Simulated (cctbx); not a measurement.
## Accept or mend?

Cell a = 8.9230 Å, b = 8.9230 Å, c = 18.4150 Å, α = 90.00°, β = 90.00°, γ = 90.00°; space group P4/ncc (no. 130, origin choice 1). The compound is ScZnSi4S10.

Simulated single-crystal data (cctbx): Mo Kα, λ = 0.71073 Å, to d = 0.77 Å, 50 % of the full sphere, strongest reflection 5000 counts, noise from counting, a 2 % proportional error and a noise floor of 15 counts (s.d.); no absorption.

An anisotropic refinement with weights 1/σ² prints:

```text
Rint 0.070, 847 unique reflections to 0.77 A
cycle     R1     wR2    GooF  max shift (A)
   1  0.0340  0.0565   1.525   0.00198
   2  0.0209  0.0335   0.903   0.00000
final R1 0.0209 wR2 0.0335 GooF 0.903  parameters 37  data/parameter 22.9
atom        x        y        z      Ueq    occ   su(xyz)  su(Uiso or U11)
Zn1    0.50000  0.50000  0.00000   0.0128  1.000  0.00000  0.0002
Sc1    0.50000  0.00000  0.07256   0.0078  1.000  0.00005  0.0002
S1     0.24260  0.44063  0.63150   0.0192  1.000  0.00008  0.0003
S2     0.18975  0.18975  0.75000   0.0063  1.000  0.00005  0.0002
S3     0.59706  0.72702  0.07589   0.0131  1.000  0.00006  0.0003
Si1    0.73945  0.66124  0.14708   0.0088  1.000  0.00007  0.0003
difference map: max 0.83 min -0.96 rms 0.19
Q1    0.0191  0.1456  0.2891   16    0.85  2.04 A from S2
Q2    0.0706  0.1266  0.9831   16    0.83  1.33 A from Zn1
Q3    0.1343  0.2940  0.0232   16    0.70  1.95 A from S3
Q4    0.0000  0.5000  0.4787    4    0.69  0.94 A from Sc1
Q5    0.0000  0.5000  0.2007    4    0.66  2.57 A from S1
Q6    0.1933  0.2313  0.1001   16    0.65  1.35 A from S1
```

Q: Accept it or mend it, and why?

It can stand. The set-up had a fault (anomalous dispersion left out), but the figures of merit move little: R1 = 0.0209, wR2 = 0.0335, GooF = 0.90 against R1 = 0.0207, wR2 = 0.0335, GooF = 0.90 for the right model.

The compound is ScZnSi4S10. The right model at the same level gives:

```text
Rint 0.070, 847 unique reflections to 0.77 A
cycle     R1     wR2    GooF  max shift (A)
   1  0.0336  0.0559   1.509   0.00202
   2  0.0207  0.0335   0.902   0.00000
final R1 0.0207 wR2 0.0335 GooF 0.902  parameters 37  data/parameter 22.9
atom        x        y        z      Ueq    occ   su(xyz)  su(Uiso or U11)
Zn1    0.50000  0.50000  0.00000   0.0132  1.000  0.00000  0.0002
Sc1    0.50000  0.00000  0.07256   0.0087  1.000  0.00005  0.0002
S1     0.24260  0.44063  0.63150   0.0195  1.000  0.00008  0.0003
S2     0.18975  0.18975  0.75000   0.0066  1.000  0.00005  0.0002
S3     0.59705  0.72702  0.07588   0.0134  1.000  0.00006  0.0003
Si1    0.73946  0.66125  0.14708   0.0089  1.000  0.00007  0.0003
difference map: max 0.84 min -1.01 rms 0.20
Q1    0.0192  0.1455  0.2893   16    0.85  2.04 A from S2
Q2    0.0712  0.1272  0.9837   16    0.84  1.34 A from Zn1
Q3    0.0000  0.5000  0.1997    4    0.74  2.56 A from S1
Q4    0.1337  0.2948  0.0227   16    0.69  1.94 A from S3
Q5    0.1936  0.2297  0.1002   16    0.69  1.35 A from S1
Q6    0.0000  0.5000  0.4818    4    0.68  1.00 A from Sc1
```

Isotropic U is held between 0.0001 and 1 Å² by the program, and listed peak heights are interpolated, so they can pass the grid's maximum.

The model was made for the exercise: a known structure type with other elements put in, its volume estimated, not relaxed; displacement parameters are assumed.

[Middle refinement cycles are left out of these outputs.]

[Logs are printed without paths, hosts, clocks, repeated set-up lines and the standing remarks that a program may print on its own settings, such as how far it seeks lower states.]
